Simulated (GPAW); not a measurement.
**CaHI (P4/nmm): G0W0 on several meshes in GPAW**

Wanted: mesh dependence and cost of G0W0 for CaHI (P4/nmm).

Program: GPAW 26.7.0. Level of theory: LDA and many-body steps on it, plane waves. Results are calculated unless marked as measured.

### 1. The structure

The structure is tetragonal, space group P4/nmm (No. 129). The conventional cell has a = 4.071 Å, b = 4.071 Å, c = 8.941 Å, α = 90.00°, β = 90.00°, γ = 90.00°. Ca has 4 H at 2.49 Å and 4 I at 3.23 Å nearest. H has 4 Ca at 2.49 Å nearest. Nearest to I lie 4 Ca at 3.23 Å. Farther neighbours and most contacts between anions are not listed.

Coordinates:

```
Ca H I
1.0
     4.07100    0.00000    0.00000
     0.00000    4.07100    0.00000
     0.00000    0.00000    8.94100
Ca H I
2 2 2
Direct
  0.00000 0.50000 0.16000
  0.50000 0.00000 0.84000
  0.00000 0.00000 0.00000
  0.50000 0.50000 0.00000
  0.00000 0.50000 0.67500
  0.50000 0.00000 0.32500
```

The cell and positions come from the Crystallography Open Database and are kept as given unless a step says otherwise. Spin-orbit coupling is left out unless a step names it.

### 2. Empty states on the mesh, 4×4×1 mesh, 508 bands

This step: GPAW 26.7.0; DFT, LDA, plane waves, PAW.

The sums over transitions need many empty states on a uniform mesh; this step solves for them.

Input file run.py:

```python
import json
import numpy as np
from gpaw.mpi import world
from gpaw import GPAW

calc = GPAW('gs.gpw').fixed_density(kpts={'size': (4, 4, 1), 'gamma': True},
    parallel={'domain': 1, 'band': 1},
    txt='nscf.txt')
calc.diagonalize_full_hamiltonian(nbands=508)
calc.write('full.gpw', mode='all')
res = {}
kpts = calc.get_ibz_k_points()
res['kpts'] = kpts
res['eigenvalues'] = [calc.get_eigenvalues(kpt=k) for k in range(len(kpts))]
res['n_electrons'] = calc.get_number_of_electrons()

if world.rank == 0:
    with open('result.json', 'w') as f:
        json.dump(res, f, default=lambda x: x.tolist())
```

The run is started by

```sh
$ mpirun -n 4 gpaw python run.py
```

Numbers of over 12 decimals in the logs are rounded to 6 here.

Output:

```text
Diagonalizing LCAO Hamiltonian
Converting LCAO to pw mode
convergence criteria:
- Maximum integral of absolute [eigenst]ate change: 4e-08 eV^2 / valence electron
maximum number of iterations: 100

SCF iterations
|iter     |     time |      energy | eigst |  dens |
|iter:   1|  |             | +1.32 |       |
|iter:   2|  |             | +0.47 |       |
|iter:   3|  |             | -0.35 |       |
[...]
|iter:  48|  |             | -4.39 |       |
|iter:  49|  |             | -4.46 |       |
[... further lines of this kind ...]
|iter:  84|  |             | -7.42c|       |
SCF steps: 84
  __  _  _
 | _ |_)|_||  |
 |__||  | ||/\| - 26.7.0

Input parameters:
  mode=PW(ecut=600.0),
  convergence={'density': 1e-06, 'bands': -3},
  gpts=array([24, 24, 54]),
  kpts=MonkhorstPack(size=(4, 4, 1), gamma=True),
  maxiter=100,
  nbands=27,
  occupations=Occupations(name='fermi-dirac', width=0.001, fixmagmom=False),
  parallel={'domain': 1, 'band': 1},
  xc=XC(name='LDA')
Matrix size: 4975x4975
# Writing to full.gpw (mode='all')
  [... matrices ...]

timing:  # [seconds]
  Total: 206.473  # ━━━━━━━━━━━━━━━━━━━━━━━━━━━━━━━━━━━━━━━━━━━━━━━━━━━━━━━━━
```

It took 3.9 min on 4 MPI ranks of Arm Neoverse V2, shared host; peak memory 7 GiB; 15 min of CPU time.

This step gave:

- gap: 3.149 eV
- k of the valence top: 0, 0, 0
- k of the conduction bottom: 0.5, 0.5, 0
- least direct gap: 3.269 eV
- k points computed: 6
- lowest point of the top converged band, above the valence top: 121.0378 eV

On this mesh the gap is 3.149 eV.

### 3. 4×4×1

Now the one-shot GW correction: screening in the RPA, then the self-energy of the levels asked for.

This step: G0W0 on LDA, plane waves, PAW.

Input file run.py:

```python
import json
import numpy as np
from gpaw.mpi import world
from gpaw.response.g0w0 import G0W0

gw = G0W0('full.gpw',
    filename='gw',
    kpts=[0, 5],
    bands=(16, 20),
    ecut=78,
    nbands=231,
    integrate_gamma='WS',
    ppa=True)
gw.calculate()
res = {mode: {k: v for k, v in r.items() if k != 'sigma_eskwn'}
       for mode, r in gw.all_results.items()}

if world.rank == 0:
    with open('result.json', 'w') as f:
        json.dump(res, f, default=lambda x: x.tolist())
```

The run is started by

```sh
$ mpirun -n 4 gpaw python run.py
```

Output:

```text
Using integrator: PointIntegrator
FrequencyGridDescriptor(from 0.000+0.000j to 0.000+27.211j eV, 2 points)
Nonperiodic BCs:  [False False False]
Using integrator: PointIntegrator
FrequencyGridDescriptor(from 0.000+0.000j to 0.000+27.211j eV, 2 points)
Nonperiodic BCs:  [False False False]
  ___  _ _ _
 |   || | | |
 | | || | | |
 |__ ||_____|
 |___|

BZ k-points: Symmetries present (total): 8

  [... matrices ...]
16 k-points: 4 x 4 x 1 Monkhorst-Pack grid + [1/8,1/8,0.000000]
6 k-points in the irreducible part of the Brillouin zone
       k-points in crystal coordinates                weights
   0:     0.00000000    0.00000000    0.00000000          1/16
   1:     0.25000000    0.00000000    0.00000000          4/16
   2:     0.25000000    0.25000000    0.00000000          4/16
   3:     0.50000000    0.00000000    0.00000000          2/16
   4:     0.50000000    0.25000000    0.00000000          4/16
   5:     0.50000000    0.50000000    0.00000000          1/16

Distributing spins, k-points and bands (1 x 2 x 4) over 4 processes
Number of blocks: 1

Quasi particle states:
k-points (IBZ indices): [0, 5]
Band range: (16, 20)
  [... matrices ...]
Computational parameters:
Plane wave cut-off: 78 eV
Number of bands: 231
Coulomb cutoff: None
Broadening: 0.1 eV

fxc modes: GW
Kernel: RPA
Using Godby-Needs plasmon-pole approximation:
  Fitting energy: i*E0, E0 = 1.000 Hartree
Summing all q:

Calculating screened Coulomb potential
No Coulomb truncation
FrequencyGridDescriptor(from 0.000+0.000j to 0.000+27.211j eV, 2 points)
Removing empty qpoint cache files...

Calculating chi0 body with:
    Ground state adapter containing:
    Number of spins: 1
    Number of kpoints: 16
    Number of irreducible kpoints: 6
    Number of completely occupied states: 18
    Number of partially occupied states: 18
    Occupied states memory: 8.54296875 M / cpu

    Linear response parametrization:
    q_c: [0.0, 0.0, 0.0]
    Number of frequency points: 2
    Planewave cutoff: 78.0
    Number of bands: 231
    Number of planewaves: 229
    Broadening (eta): 1e-06
    comm.size: 4
    kncomm.size: 4
    blockcomm.size: 1

    Memory estimate of potentially large arrays:
        chi0_wGG: 1.600372 M / cpu
Integrating chi0 body.

Symmetries of q_c:
    Direct symmetries (Uq -> q): 8
    Indirect symmetries (TUq -> q): 8
In total 16 allowed symmetries.

  [... matrices ...]
6 groups of equivalent kpoints. 62.5% reduction.

Integral kind: response function
Integrating chi0 head and wings.

Symmetries of q_c:
    Direct symmetries (Uq -> q): 8
    Indirect symmetries (TUq -> q): 8
In total 16 allowed symmetries.

  [... matrices ...]
6 groups of equivalent kpoints. 62.5% reduction.

Integral kind: response function wings

Calculating chi0 body with:
    Ground state adapter containing:
    Number of spins: 1
    Number of kpoints: 16
    Number of irreducible kpoints: 6
    Number of completely occupied states: 18
    Number of partially occupied states: 18
    Occupied states memory: 8.54296875 M / cpu

    Linear response parametrization:
[... the further q-points ...]

Results:
f:      Occupation numbers
eps:     KS-eigenvalues [eV]
vxc:     KS vxc [eV]
exx:     Exact exchange [eV]
sigma:   Self-energies [eV]
dsigma:  Self-energy derivatives
Z:       Renormalization factors
qp:      QP-energies [eV]

k-point 0 (0): (0.000, 0.000, 0.000)                GW
band       f     eps     vxc     exx   sigma  dsigma       Z      qp
                                                                   GW
  16   1.000   1.956 -15.055 -17.533   1.695  -0.241   0.806   1.325
  17   1.000   2.460 -11.106 -13.424   1.390  -0.274   0.785   1.732
  18   0.000   5.729 -12.435  -6.500  -3.998  -0.232   0.812   7.302
  19   0.000   6.273 -11.159  -5.598  -3.972  -0.227   0.815   7.568

k-point 1 (5): (0.500, 0.500, 0.000)                GW
band       f     eps     vxc     exx   sigma  dsigma       Z      qp
                                                                   GW
  16   1.000   1.484 -10.937 -14.328   2.086  -0.293   0.774   0.475
  17   1.000   1.484 -10.937 -14.328   2.086  -0.293   0.774   0.475
  18   0.000   5.609 -10.090  -5.205  -3.713  -0.218   0.821   6.571
  19   0.000   5.609 -10.090  -5.205  -3.713  -0.218   0.821   6.571
```

It took 64 s on 4 MPI ranks; peak memory 1.8 GiB.

Numbers from this step:

* G0W0 gap on the points computed: 4.839 eV
* least direct G0W0 gap on the computed points: 5.569 eV
* Z at the valence top: 0.7849
* Z at the conduction bottom: 0.8208
* starting gap on the mesh: 3.149 eV
* k of the valence top: 0, 0, 0
* k of the conduction bottom: 0.5, 0.5, 0

The gap on the mesh goes from 3.15 eV to 4.84 eV, a correction of +1.69 eV.

### 4. Empty states on the mesh, 2×2×1 mesh, 241 bands

This step: DFT, LDA, plane waves, PAW.

Input file run.py:

```python
import json
import numpy as np
from gpaw.mpi import world
from gpaw import GPAW

calc = GPAW('gs.gpw').fixed_density(kpts={'size': (2, 2, 1), 'gamma': True},
    nbands=281,
    convergence={'bands': 241},
    txt='nscf.txt')
calc.write('full.gpw', mode='all')
res = {}
kpts = calc.get_ibz_k_points()
res['kpts'] = kpts
res['eigenvalues'] = [calc.get_eigenvalues(kpt=k) for k in range(len(kpts))]
res['n_electrons'] = calc.get_number_of_electrons()

if world.rank == 0:
    with open('result.json', 'w') as f:
        json.dump(res, f, default=lambda x: x.tolist())
```

The run is started by

```sh
$ mpirun -n 4 gpaw python run.py
```

Output:

```text
Diagonalizing LCAO Hamiltonian
Converting LCAO to pw mode
convergence criteria:
- Maximum integral of absolute [eigenst]ate change: 4e-08 eV^2 / valence electron
maximum number of iterations: 100

SCF iterations
|iter     |     time |      energy | eigst |  dens |
|iter:   1|  |             | +4.47 |       |
|iter:   2|  |             | +3.24 |       |
|iter:   3|  |             | +2.13 |       |
[...]
|iter:  13|  |             | -6.71 |       |
|iter:  14|  |             | -7.10 |       |
|iter:  15|  |             | -7.57c|       |
SCF steps: 15
  __  _  _
 | _ |_)|_||  |
 |__||  | ||/\| - 26.7.0

Input parameters:
  mode=PW(ecut=600.0),
  convergence={'bands': 241},
  gpts=array([24, 24, 54]),
  kpts=MonkhorstPack(size=(2, 2, 1), gamma=True),
  maxiter=100,
  nbands=281,
  occupations=Occupations(name='fermi-dirac', width=0.001, fixmagmom=False),
  parallel={},
  xc=XC(name='LDA')
# Writing to full.gpw (mode='all')
  [... matrices ...]

timing:  # [seconds]
  Total: 0.069  # ━━━━━━━━━━━━━━━━━━━━━━━━━━━━━━━━━━━━━━━━━━━━━━━━━━━━━━━━━━━
```

It took 44 s on 4 MPI ranks; peak memory 0.83 GiB.

This step gave:

| Item | Value |
| --- | --- |
| gap | 3.149 eV |
| k of the valence top | 0, 0, 0 |
| k of the conduction bottom | 0.5, 0.5, 0 |
| least direct gap | 3.269 eV |
| k points computed | 3 |
| lowest point of the top converged band, above the valence top | 69.4041 eV |

On this mesh the gap is 3.149 eV.

### 5. 2×2×1

This step: G0W0 on LDA, plane waves, PAW.

Input file run.py:

```python
import json
import numpy as np
from gpaw.mpi import world
from gpaw.response.g0w0 import G0W0

gw = G0W0('full.gpw',
    filename='gw',
    kpts=[0, 2],
    bands=(16, 20),
    ecut=78,
    nbands=231,
    integrate_gamma='WS',
    ppa=True)
gw.calculate()
res = {mode: {k: v for k, v in r.items() if k != 'sigma_eskwn'}
       for mode, r in gw.all_results.items()}

if world.rank == 0:
    with open('result.json', 'w') as f:
        json.dump(res, f, default=lambda x: x.tolist())
```

The run is started by

```sh
$ mpirun -n 4 gpaw python run.py
```

Output:

```text
Using integrator: PointIntegrator
FrequencyGridDescriptor(from 0.000+0.000j to 0.000+27.211j eV, 2 points)
Nonperiodic BCs:  [False False False]
Using integrator: PointIntegrator
FrequencyGridDescriptor(from 0.000+0.000j to 0.000+27.211j eV, 2 points)
Nonperiodic BCs:  [False False False]
  ___  _ _ _
 |   || | | |
 | | || | | |
 |__ ||_____|
 |___|

BZ k-points: Symmetries present (total): 8

  [... matrices ...]
4 k-points: 2 x 2 x 1 Monkhorst-Pack grid + [1/4,1/4,0.000000]
3 k-points in the irreducible part of the Brillouin zone
       k-points in crystal coordinates                weights
   0:     0.00000000    0.00000000    0.00000000          1/4
   1:     0.50000000    0.00000000    0.00000000          2/4
   2:     0.50000000    0.50000000    0.00000000          1/4

Distributing spins, k-points and bands (1 x 2 x 4) over 4 processes
Number of blocks: 1

Quasi particle states:
k-points (IBZ indices): [0, 2]
Band range: (16, 20)
  [... matrices ...]
Computational parameters:
Plane wave cut-off: 78 eV
Number of bands: 231
Coulomb cutoff: None
Broadening: 0.1 eV

fxc modes: GW
Kernel: RPA
Using Godby-Needs plasmon-pole approximation:
  Fitting energy: i*E0, E0 = 1.000 Hartree
Summing all q:

Calculating screened Coulomb potential
No Coulomb truncation
FrequencyGridDescriptor(from 0.000+0.000j to 0.000+27.211j eV, 2 points)
Removing empty qpoint cache files...

Calculating chi0 body with:
    Ground state adapter containing:
    Number of spins: 1
    Number of kpoints: 4
    Number of irreducible kpoints: 3
    Number of completely occupied states: 18
    Number of partially occupied states: 18
    Occupied states memory: 8.54296875 M / cpu

    Linear response parametrization:
    q_c: [0.0, 0.0, 0.0]
    Number of frequency points: 2
    Planewave cutoff: 78.0
    Number of bands: 231
    Number of planewaves: 229
    Broadening (eta): 1e-06
    comm.size: 4
    kncomm.size: 4
    blockcomm.size: 1

    Memory estimate of potentially large arrays:
        chi0_wGG: 1.600372 M / cpu
Integrating chi0 body.

Symmetries of q_c:
    Direct symmetries (Uq -> q): 8
    Indirect symmetries (TUq -> q): 8
In total 16 allowed symmetries.

  [... matrices ...]
3 groups of equivalent kpoints. 25.0% reduction.

Integral kind: response function
Integrating chi0 head and wings.

Symmetries of q_c:
    Direct symmetries (Uq -> q): 8
    Indirect symmetries (TUq -> q): 8
In total 16 allowed symmetries.

  [... matrices ...]
3 groups of equivalent kpoints. 25.0% reduction.

Integral kind: response function wings

Calculating chi0 body with:
    Ground state adapter containing:
    Number of spins: 1
    Number of kpoints: 4
    Number of irreducible kpoints: 3
    Number of completely occupied states: 18
    Number of partially occupied states: 18
    Occupied states memory: 8.54296875 M / cpu

    Linear response parametrization:
[... the further q-points ...]

Results:
f:      Occupation numbers
eps:     KS-eigenvalues [eV]
vxc:     KS vxc [eV]
exx:     Exact exchange [eV]
sigma:   Self-energies [eV]
dsigma:  Self-energy derivatives
Z:       Renormalization factors
qp:      QP-energies [eV]

k-point 0 (0): (0.000, 0.000, 0.000)                GW
band       f     eps     vxc     exx   sigma  dsigma       Z      qp
                                                                   GW
  16   1.000   1.956 -15.055 -17.876   1.960  -0.246   0.803   1.265
  17   1.000   2.460 -11.106 -13.423   1.513  -0.277   0.783   1.831
  18   0.000   5.729 -12.435  -6.368  -4.155  -0.239   0.807   7.272
[...]
k-point 1 (2): (0.500, 0.500, 0.000)                GW
band       f     eps     vxc     exx   sigma  dsigma       Z      qp
                                                                   GW
[...]
18   0.000   5.609 -10.090  -5.077  -3.869  -0.223   0.818   6.543
  19   0.000   5.609 -10.090  -5.077  -3.869  -0.223   0.818   6.544
```

It took 16 s on 4 MPI ranks; peak memory 1.6 GiB; 62 s of CPU time.

Numbers from this step:

```
G0W0 gap on the points computed              : 4.713 eV
least direct G0W0 gap on the computed points : 5.441 eV
Z at the valence top                         : 0.7828
Z at the conduction bottom                   : 0.8175
starting gap on the mesh                     : 3.149 eV
k of the valence top                         : 0, 0, 0
k of the conduction bottom                   : 0.5, 0.5, 0
```

Against G0W0 in GPAW (4×4×1 mesh, 231 bands, screening to 78 eV, Godby-Needs plasmon pole), the gap moves by −0.126 eV.

### 6. The runs together

Times are wall times on 4 MPI ranks of Arm Neoverse V2, shared host, good to a factor of about two.

```csv
run,mesh,bands,screening cutoff (eV),DFT gap (eV),gap on the mesh (eV),direct (eV),time
4×4×1,4×4×1,231,78,3.149,4.839,5.569,64 s
2×2×1,2×2×1,231,78,3.149,4.713,5.441,16 s
```

### 7. Results

| Item | Value |
| --- | --- |
| 4×4×1 | 4.839 eV |
| 2×2×1 | 4.713 eV |
| known limits | not at the basis limit; no spin-orbit coupling; coarse k mesh |

2×2×1: −0.126 eV against 4×4×1. Bands and cutoff are finite, so the gap is not at the basis limit. The miss can reach some tenths of an eV and take either sign; the mesh is an error of its own. These stock PAW sets were not made for GW; the filled d or f shell of I lies in the frozen core, which bears on start and correction. In the G0W0 runs levels were corrected at 2 k points alone, so a gap called «on the mesh» is the least over those, and an edge elsewhere would be missed. The 4×4×1 mesh is coarse for this cell, which bears on the long-range parts of exchange and screening. Mesh or cutoff lie under what a gap needs, so these runs test behaviour and cost; their gaps are not to be quoted. The many-body steps are scalar-relativistic: spin-orbit coupling is not in them.

[Paths, hosts, dates, memory and timing lines, banners, echoed tables and standing remarks are left out of the program output.]

[Logs are printed without paths, hosts, clocks, repeated set-up lines and the standing remarks that a program may print on its own settings, such as how far it seeks lower states.]

[Runs of the session that timed out or met a known fault of the program may be left out.]

[Hosts, paths, dates, database ids (printed as entryN), source tags and the programs' standing remarks are cut or masked in the printed files.]
